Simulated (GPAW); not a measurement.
The O K edge of atom 3 in MnO2 (Pnnm), with 2 Mn at 1.88 Å and 1 Mn at 1.90 Å (distorted trigonal planar, site symmetry m), was computed in 3 ways: full core hole (charged cell), half core hole and no core hole. Program and functional: GPAW, LDA + U, Gaussian full width 0.9 eV up to 4 eV, rising linearly to 3.5 eV at 25 eV; cells of 6 and 24 atoms (the run without a hole in the smaller).

Each run is counted from its own lowest empty level or Fermi level and scaled to a mean of 1 over its first 20 eV.

```tsv
E (eV)	run 1	run 2	run 3
-2.0	0.00	0.00	0.00
-1.5	0.00	0.00	0.00
-1.0	0.00	0.00	0.00
-0.5	0.03	0.02	0.01
0.0	0.32	0.17	0.09
0.5	1.24	0.85	0.52
1.0	1.51	1.81	1.53
1.5	0.86	1.40	1.81
2.0	0.90	1.07	1.29
2.5	1.21	1.51	1.75
3.0	1.17	1.26	1.70
3.5	1.75	1.68	1.34
4.0	1.37	1.99	2.17
4.5	0.44	0.88	1.82
5.0	0.09	0.16	0.53
5.5	0.01	0.01	0.05
6.0	0.00	0.00	0.00
6.5	0.00	0.00	0.00
7.0	0.00	0.00	0.00
7.5	0.01	0.01	0.01
8.0	0.04	0.03	0.03
8.5	0.09	0.08	0.07
9.0	0.19	0.15	0.14
9.5	0.41	0.29	0.24
10.0	0.76	0.51	0.38
10.5	1.17	0.77	0.57
11.0	1.50	1.03	0.77
11.5	1.68	1.20	0.92
12.0	1.71	1.27	0.98
12.5	1.73	1.32	1.01
13.0	1.81	1.41	1.08
13.5	1.95	1.57	1.21
14.0	2.12	1.80	1.42
14.5	2.23	2.03	1.69
15.0	2.21	2.16	1.93
15.5	2.03	2.15	2.04
16.0	1.74	2.00	2.02
16.5	1.42	1.76	1.90
17.0	1.12	1.48	1.72
17.5	0.88	1.20	1.48
18.0	0.69	0.93	1.20
18.5	0.55	0.72	0.93
19.0	0.46	0.56	0.71
19.5	0.41	0.47	0.57
20.0	0.38	0.42	0.48
20.5	0.38	0.39	0.43
21.0	0.39	0.39	0.41
21.5	0.41	0.40	0.42
22.0	0.44	0.42	0.42
22.5	0.46	0.44	0.44
23.0	0.49	0.47	0.45
23.5	0.52	0.49	0.47
24.0	0.55	0.51	0.49
24.5	0.57	0.53	0.51
25.0	0.59	0.55	0.53
25.5	0.60	0.56	0.54
26.0	0.61	0.56	0.54
26.5	0.60	0.56	0.53
27.0	0.59	0.55	0.51
27.5	0.58	0.53	0.50
28.0	0.57	0.52	0.48
28.5	0.56	0.51	0.47
29.0	0.55	0.50	0.46
29.5	0.55	0.49	0.45
30.0	0.55	0.49	0.45
30.5	0.55	0.49	0.45
31.0	0.56	0.49	0.45
31.5	0.57	0.50	0.45
32.0	0.59	0.50	0.45
```

Which run is which?

Run 1: full core hole (charged cell) (area from −2 to 6 eV 5.4, main maxima 0.8 eV (1.60), 2.5 eV (1.21), 3.6 eV (1.81) and 14.7 eV (2.24)). Run 2: half core hole (area from −2 to 6 eV 6.4, main maxima 1.1 eV (1.85), 2.6 eV (1.51), 3.9 eV (2.07) and 15.2 eV (2.17)). Run 3: no core hole (area from −2 to 6 eV 7.3, main maxima 1.3 eV (1.89), 2.7 eV (1.90), 4.2 eV (2.29) and 15.7 eV (2.04)). With each curve scaled to its own mean, the area from −2 to 6 eV with the hole is 5.4 against 7.3, and the centre of weight from −1 to 20 eV moves by +0.3 eV (first and strongest maxima below 20 eV: 1.3 eV (1.89), 2.7 eV (1.90), 4.2 eV (2.29) and 15.7 eV (2.04) without the hole, 0.8 eV (1.60), 3.6 eV (1.81) and 14.7 eV (2.24) with it): the weight at the onset falls, probably as the absorber's own filled states drop away from the neighbours' empty ones and mix less with them.

[Banner, clock and machine lines of the logs are left out without a mark of their own.]

[Logs are printed without paths, hosts, clocks, repeated set-up lines and the standing remarks that a program may print on its own settings, such as how far it seeks lower states.]

[Hosts, paths, dates, database ids (printed as entryN), source tags and the programs' standing remarks are cut or masked in the printed files.]

[Lists of maxima count a maximum above −3 eV only where it reaches 4 % of the highest in the window and stands out from its surroundings by 2 % of it (1.5 % where it reaches 55 %); shoulders and weaker maxima are passed over, and of the rest the first, up to two pre-edge ones and the few strongest are named.]
